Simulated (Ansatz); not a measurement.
# Hf2CF2 MXene monolayer in a perpendicular field

Aim: how the Hf2CF2 MXene monolayer screens a field along its normal, and what the field does to its bands. A positive field points along +c.

Main program and level: Ansatz 0.2.0; plane-wave DFT, PBE-D3(BJ), Ansatz PAW (set soft_1); PAW set soft_1.

This is a report of a sequence of runs, with most program output left out.

### 1. Set-up

The cell holds 5 atoms: 2 F, 2 Hf and 1 C. Cell: a = 3.289 Å, b = 3.289 Å, c = 40.191 Å, α = 90.0°, β = 90.0°, γ = 120.0°. Vacuum lies along c.

Structure file:

```cif
data_structure
_symmetry_space_group_name_H-M 'P 1'
_symmetry_Int_Tables_number 1
_cell_length_a 3.2890
_cell_length_b 3.2890
_cell_length_c 40.1907
_cell_angle_alpha 90.000
_cell_angle_beta 90.000
_cell_angle_gamma 120.000
_cell_volume 376.52
loop_
_atom_site_label
_atom_site_type_symbol
_atom_site_fract_x
_atom_site_fract_y
_atom_site_fract_z
_atom_site_occupancy
F1 F 0.33333 0.66667 0.44289 1
Hf2 Hf 0.66667 0.33333 0.46771 1
C3 C 0.00000 0.00000 0.50000 1
Hf4 Hf 0.33333 0.66667 0.53229 1
F5 F 0.66667 0.33333 0.55711 1
```

### 2. Relaxation

The starting cell is a guess, so the in-plane lattice and the atoms are relaxed first, with the slab cut off from its images along the normal.

Contents of input.yaml:

```yaml
crystal:
  lattice:
    - [3.289, 0.0, 0.0]
    - [-1.6445, 2.848357553, 0.0]
    - [0.0, 0.0, 40.1906824045]
  atoms:
    - { symbol: F, position: [0.3333333333, 0.6666666667, 0.4428887228] }
    - { symbol: Hf, position: [0.6666666667, 0.3333333333, 0.4677101334] }
    - { symbol: C, position: [0.0, 0.0, 0.5] }
    - { symbol: Hf, position: [0.3333333333, 0.6666666667, 0.5322898666] }
    - { symbol: F, position: [0.6666666667, 0.3333333333, 0.5571112772] }
  periodic: [true, true, false]
kpoints:
  mp_grid: { grid: [12, 12, 1] }
hamiltonian:
  xc: pbe
  dispersion: d3bj
  pseudopotentials: { kind: paw, azcp: { folder: soft_1 } }
scf:
  occupations: { method: fermi_dirac, width: 0.05 }
  convergence: { dr2_threshold: 1.0e-09 }
relax:
  f_tol: 0.004
  max_steps: 90
  cell: {}
output:
  write_potential: true
  write_density: true
  volumetric_format: npy
```

Command:

```
ansatz run input.yaml --threads 2 --pin off --max-ram 3072MiB --backend cpu --events-out ev --progress --plain --runs-dir out
```

Elapsed: 1.8 min, on 2 threads of Arm Neoverse V1, shared host; peak memory 0.72 GiB; 3.5 min of CPU time.

Relaxation path:

```
step  energy less that of the first step (eV)  largest force component (eV/Å)  volume (Å³)
   1                                   0.0000                          4.6991       376.52
   2                                  -1.0457                          2.5097       372.74
   3                                  -1.3210                          0.4435       364.19
   4                                  -1.3418                          0.0590       368.79
   5                                  -1.3419                          0.0108       369.72
   6                                  -1.3422                          0.0005       369.16
  7*                                  -1.3400                          0.0010       369.16
   8                                  -1.3401                          0.0001       368.99
  9*                                  -1.3400                          0.0001       368.99
```

Relaxation steps marked * repeat the geometry before them on a plane-wave basis chosen anew for their cell, so energy and pressure can jump there.

The run keeps the 12 symmetry operations that it works with, so distortions that break them were not tested.

```
cell as run  before  after  change
      a (Å)   3.289  3.256  -1.0 %
      b (Å)   3.289  3.256  -1.0 %
```

The atoms that moved most (Å, along periodic axes as changes of fractional coordinates times the final cell, across vacuum about the mean position):

```
atom     dx     dy      dz  length
  F5  0.000  0.000   0.262   0.262
  F1  0.000  0.000  -0.262   0.262
 Hf2  0.000  0.000   0.095   0.095
 Hf4  0.000  0.000  -0.095   0.095
```

The relaxed structure:

```cif
data_structure
_symmetry_space_group_name_H-M 'P 1'
_symmetry_Int_Tables_number 1
_cell_length_a 3.2560
_cell_length_b 3.2560
_cell_length_c 40.1907
_cell_angle_alpha 90.000
_cell_angle_beta 90.000
_cell_angle_gamma 120.000
_cell_volume 368.99
loop_
_atom_site_label
_atom_site_type_symbol
_atom_site_fract_x
_atom_site_fract_y
_atom_site_fract_z
_atom_site_occupancy
F1 F 0.33333 0.66667 0.43638 1
Hf2 Hf 0.66667 0.33333 0.47008 1
C3 C 0.00000 0.00000 0.50000 1
Hf4 Hf 0.33333 0.66667 0.52992 1
F5 F 0.66667 0.33333 0.56362 1
```

This step gave:

* energy at zero smearing: -33318.2164 eV

The lattice constant a goes from 3.289 to 3.256 Å.

### 3. Atoms held, field 0

A sawtooth potential applies the field, turning back in the middle of the vacuum. With the dipole correction the typed value is the field outside the slab. The induced dipole is small, so the SCF threshold is tight.

The cell differs from the one that the last finished run ended in (c 40.191 → 23.114 Å).

Contents of input.yaml:

```yaml
crystal:
  lattice:
    - [3.2559525978, 0.0, 0.0]
    - [-1.6279762989, 2.8197376632, 0.0]
    - [0.0, 0.0, 23.1138676119]
  atoms:
    - { symbol: F, position: [0.3333333333, 0.6666666667, 0.3893766353] }
    - { symbol: Hf, position: [0.6666666667, 0.3333333333, 0.4479808122] }
    - { symbol: C, position: [0.0, 0.0, 0.5] }
    - { symbol: Hf, position: [0.3333333333, 0.6666666667, 0.5520191878] }
    - { symbol: F, position: [0.6666666667, 0.3333333333, 0.6106233647] }
kpoints:
  mp_grid: { grid: [18, 18, 1] }
  band_path:
    path: [[0, 0, 0], [0.5, 0, 0], [0.33333333, 0.33333333, 0], [0, 0, 0]]
    npoints: 16
hamiltonian:
  xc: pbe
  dispersion: d3bj
  pseudopotentials: { kind: paw, azcp: { folder: soft_1 } }
scf:
  occupations: { method: fermi_dirac, width: 0.02585 }
  convergence: { dr2_threshold: 1.0e-10 }
efield:
  axis: 3
  dipole_correction: true
  ramp_position: 0.97
  ramp_width: 0.06
  amplitude: 0
output:
  dos: { projected: true, e_range: [-6, 5] }
  write_potential: true
  write_density: true
  volumetric_format: npy
  elf: true
```

The job ended after 44 s (2 threads; peak memory 0.64 GiB; 88 s of CPU time).

This step gave:

```yaml
energy_at_zero_smearing: -33318.2226 eV
work_function_upper_face: 3.610 eV
dipole_along_the_normal: -2.69e-8 e·Å
```

Running mean over a fixed 2.7 Å (it still follows the layers) of the planar mean; the ramp of the sawtooth is left out. Table of electron's electrostatic potential energy less the Fermi level by z:

z (Å), electron's electrostatic potential energy less the Fermi level (eV) and a bar from the least value:
```
        4        3.6 ##############################
        5        3.6 ##############################
        6        3.6 ##############################
        7        3.4 ##############################
        8        0.5 #######################
        9       -4.6 #############
       10       -9.3 ###
       11      -10.5 
       12      -10.7 
       13       -9.6 ##
       14       -5.3 ###########
       15        0.0 ######################
       16        3.3 #############################
       17        3.6 ##############################
       18        3.6 ##############################
       19        3.6 ##############################
       20        3.6 ##############################
```

The density of states has structure finer than the step of the table below, so its rows give means over 0.2 eV, whole bins alone (the curve runs from -6 to 1.99 eV). Peaks (eV: height): -5.06: 5.26, -4.68: 4.34, -4.46: 4.08, -3.90: 13.3, -3.55: 5.91, 0.26: 2.96, 1.83: 2.73.

Table of density of states by energy, zero at the Fermi level; means over each step:

```
energy (eV)  density of states (states/eV a cell)
       -5.6                                     0
       -5.4                               0.00195
       -5.2                                  3.22
       -5.0                                  3.52
       -4.8                                  2.54
       -4.6                                  1.91
       -4.4                                  3.52
       -4.2                                  2.61
       -4.0                                  5.47
       -3.8                                  2.76
       -3.6                                  4.06
       -3.4                                 0.209
       -3.2                                     0
       -3.0                                     0
       -2.8                                     0
       -2.6                                     0
       -2.4                                 0.327
       -2.2                                 0.645
       -2.0                                 0.683
       -1.8                                 0.747
       -1.6                                 0.790
       -1.4                                 0.850
       -1.2                                 0.916
       -1.0                                  1.01
       -0.8                                  1.38
       -0.6                                 0.899
       -0.4                                 0.704
       -0.2                                 0.547
        0.0                                  1.18
        0.2                                  1.47
        0.4                                  1.21
        0.6                                  1.38
        0.8                                  1.23
        1.0                                  1.23
        1.2                                 0.995
        1.4                                  1.03
        1.6                                  1.77
        1.8                                  2.49
```

Projected DOS per atom over height of the atomic layer and energy from the Fermi level. Layers: F Hf C Hf F from below.

Ten even steps from '_' (0.00 states/eV) to '@' (2.50 states/eV), each cell a mean:
```
__--__--__
__::__::__
__..__..__
__::__::__
__::__::__
__..__..__
__..__..__
__..__..__
__..__..__
__..__..__
__..__..__
__..__..__
__________
__________
__________
__::**::__
__--@@--__
__::**::__
__..==..__
..::**::..
__________
__________
```
Columns: height of the atomic layer (Å) from 9 to 14.1 (not evenly spaced); rows upwards: energy from the Fermi level (eV) from -5.96 to 1.96.

The electronic bands at the labelled points (eV, zero at the Fermi level):

```
  point  band 32  band 33  band 34  band 35  band 36  band 37  band 38  band 39
      Γ    -5.00    -3.49    -3.49     0.17     0.17     0.49     1.38     1.49
halfway    -4.74    -4.48    -3.55    -1.44     1.04     1.53     1.92     2.28
      M    -5.28    -3.90    -3.51    -2.46     2.44     3.16     3.50     3.68
halfway    -5.19    -4.29    -3.90    -1.27     1.81     2.63     2.76     3.42
      K    -4.90    -4.90    -3.88     0.36     1.18     1.18     2.85     3.49
halfway    -4.76    -4.42    -3.94    -0.69    -0.19     2.38     2.48     2.53
      Γ    -5.00    -3.49    -3.49     0.17     0.17     0.49     1.38     1.49
```

ELF in the ca plane at fractional y = 0.333, with atoms of Hf and F within 0.2 Å of it. It is the smooth field of the valence electrons, not physical close to the nuclei.

Ten even steps from '0' (0.00) to '9' (0.85), each cell a mean:
```
00000000000000000001102564234311157863100000
00000000000000000000016999513321488996200000
00000000000000000000028999623321686897310000
00000000000000000000016998423321488986200000
00000000000000000011112454244311146753100000
00000000000000000124531113575222101110000000
00000000000000000135642125785233200000000000
00000000000000000024431112575222101210000000
```
Columns run along c (16.0 Å, from fractional 0.07 to 0.76 of the cell), rows up along a (3.3 Å). Atoms in or near the plane, at fractional coordinates: Hf at (0.45, 0.67), F at (0.61, 0.67).

Valence density in the ca plane at fractional y = 0.333, with atoms of Hf and F within 0.2 Å of it. It is the smooth field of the valence electrons, not physical close to the nuclei.

Ten steps, logarithmic in the rise over the least value, from '0' (0 e/Å³) to '9' (45 e/Å³), each cell a mean:
```
00000000000000000000001343111100012210000000
00000000000000000000013786310000135520000000
00000000000000000000014898410000147631000000
00000000000000000000003676310000135420000000
00000000000000000000001232111110011100000000
00000000000000000000000011111111100000000000
00000000000000000000110001111122100000000000
00000000000000000000000011111111100000000000
```
Columns run along c (16.0 Å, from fractional 0.07 to 0.76 of the cell), rows up along a (3.3 Å). Atoms in or near the plane, at fractional coordinates: Hf at (0.45, 0.67), F at (0.61, 0.67).

Electrostatic potential energy in the ca plane at fractional y = 0.333, with atoms of Hf and F within 0.2 Å of it. With pseudopotentials it is smooth inside the atoms' cores, unlike the true potential.

Values in eV, 5 rows by 16 columns, each cell a mean:
```
  6   6   6   6   6   6   5   0 -22 -17   0  -1 -10   3   6   6
  6   6   6   6   6   6   5  -3 -25 -24   1   1 -30  -5   6   6
  6   6   6   6   6   6   5   0 -23 -18   0  -2 -12   3   6   6
  6   6   6   6   6   6   6   3  -3  -1  -4 -11   0   5   6   6
  6   6   6   6   6   6   6   3  -2  -1  -4 -11   0   5   6   6
```
Columns run along c (16.0 Å, from fractional 0.07 to 0.76 of the cell; values clipped at the 3rd and 97th percentile), rows up along a (3.3 Å). Atoms in or near the plane, at fractional coordinates: Hf at (0.45, 0.67), F at (0.61, 0.67).

The work function of the upper face is 3.61 eV.

### 4. Atoms held, field 0.1 V/Å

input.yaml, as its differences from that of step 3:

```diff
@@ -26,7 +26,6 @@
   dipole_correction: true
-  ramp_position: 0.97
-  ramp_width: 0.06
-  amplitude: 0
+  ramp_position: 0.9252
+  ramp_width: 0.1497
+  amplitude: 0.1
 output:
-  dos: { projected: true, e_range: [-6, 5] }
   write_potential: true
@@ -34,2 +33 @@
   volumetric_format: npy
-  elf: true
```

Run time: 46 s. Hardware: 2 threads; peak memory 0.62 GiB; 92 s of CPU time.

The dipole is 0.0269 e·Å.

### 5. Atoms held, field -0.1 V/Å

input.yaml, as its differences from that of step 4:

```diff
@@ -28,3 +28,3 @@
   ramp_width: 0.1497
-  amplitude: 0.1
+  amplitude: -0.1
 output:
```

The job ended after 46 s (2 threads; peak memory 0.62 GiB; 91 s of CPU time).

The dipole is -0.0269 e·Å.

### 6. Response, atoms held

This step: plane-wave DFT, PBE-D3(BJ), Ansatz PAW (set soft_1); response to a field along the normal, atoms held; PAW set soft_1 (Ansatz 0.2.0).

The dipoles give the slope, and the difference of two potentials shows where the field is screened.

Numbers from this step:

```yaml
equivalent_conductor_thickness_p_eps_0ae: 5.310 Å
distance_between_the_outer_atoms: 5.114 Å
```

Table of dipole of the cell by applied field:

```
applied field (V/Å)  dipole of the cell (e·Å)
            -0.1000                   -0.0269
             0.0000                         0
             0.1000                    0.0269
```

Local field over the applied field, running mean. From the potentials at -0.1 and 0.1 V/Å; running mean over 2.5 Å. Local field over applied field against z:

```
z (Å)  local field over applied field
  4.5                           1.000
  5.0                           1.000
  5.5                           0.999
  6.0                           0.996
  6.5                           0.985
  7.0                           0.951
  7.5                           0.871
  8.0                           0.754
  8.5                           0.613
  9.0                           0.462
  9.5                           0.310
 10.0                           0.192
 10.5                           0.106
 11.0                          0.0500
 11.5                          0.0229
 12.0                          0.0407
 12.5                          0.0911
 13.0                           0.170
 13.5                           0.279
 14.0                           0.426
 14.5                           0.580
 15.0                           0.723
 15.5                           0.847
 16.0                           0.937
 16.5                           0.980
 17.0                           0.994
 17.5                           0.999
 18.0                           1.000
 18.5                           1.000
 19.0                           1.000
```

The induced electron density oscillates, so the rows of the table below give means over windows of 0.5 Å about each position, cut where the curve ends. Its maxima inside the range that stand out by 2 % of the span (Å: e/Å³ per V/Å): 8.38: 0.00311, 9.10: 0.00198, 10.26: 0.00165, 13.58: -6.9e-4, 14.30: -0.00145. Its minima: 8.81: 0.00145, 9.53: 6.9e-4, 12.86: -0.00165, 14.01: -0.00198, 14.74: -0.00311.

Electrons, planar mean, per unit field. The induced electron density by z; means over each step:

```
z (Å)  induced electron density (e/Å³ per V/Å)
  4.5                                   2.8e-7
  5.0                                   1.0e-6
  5.5                                   3.8e-6
  6.0                                   1.5e-5
  6.5                                   5.8e-5
  7.0                                   2.2e-4
  7.5                                   7.3e-4
  8.0                                  0.00198
  8.5                                  0.00268
  9.0                                  0.00172
  9.5                                   9.8e-4
 10.0                                  0.00134
 10.5                                   9.7e-4
 11.0                                   5.1e-4
 11.5                                   6.6e-5
 12.0                                  -4.6e-4
 12.5                                  -7.5e-4
 13.0                                 -0.00145
 13.5                                  -8.7e-4
 14.0                                 -0.00166
 14.5                                 -0.00239
 15.0                                 -0.00234
 15.5                                  -9.4e-4
 16.0                                  -2.8e-4
 16.5                                  -8.0e-5
 17.0                                  -2.0e-5
 17.5                                  -5.3e-6
 18.0                                  -1.4e-6
 18.5                                  -3.8e-7
 19.0                                  -1.4e-7
```

By hand: between -0.1 and 0.1 V/Å the dipole changes by 0.05388 e·Å, a slope of 0.2694 e·Å²/V. A perfect conductor of thickness t has p = ε₀AEt, so t = 180.95 × 0.2694 / 9.181 = 5.31 Å (e/ε₀ = 180.95 V·Å, A in Å²).

The induced dipole is that of a conductor 5.31 Å thick.

### 7. Summary of results

- gap without field: none
- work function, upper face: 3.61 eV
- equivalent conductor thickness, atoms held: 5.31 Å

In words: The induced dipole equals that of a perfect conductor 5.31 Å thick, while the outer atoms lie 5.11 Å apart. There is no gap over 0.03 eV, with or without the field. The main runs have no spin polarisation; a magnetic state could lie lower and would change these results. Spin-orbit coupling is left out, which matters for the bands of elements this heavy. The MXene's terminations sit over the metal atoms of its far layer; the site over carbon or nitrogen, which some compounds prefer, was not run.

[Logs are printed without paths, hosts, clocks, repeated set-up lines and the standing remarks that a program may print on its own settings, such as how far it seeks lower states.]

[Hosts, paths, dates, database ids (printed as entryN), source tags and the programs' standing remarks are cut or masked in the printed files.]

[Maps of the electrostatic potential energy from Ansatz leave out the sawtooth potential of an applied field or a dipole correction, so their vacuum need not be flat; planar profiles and work functions include it.]

[The density of states shown here was stored with 400 of the rows of the run's finer table, so its peaks can read low, often by over a quarter, or be missed, and its means over a window can be off by a tenth or more.]
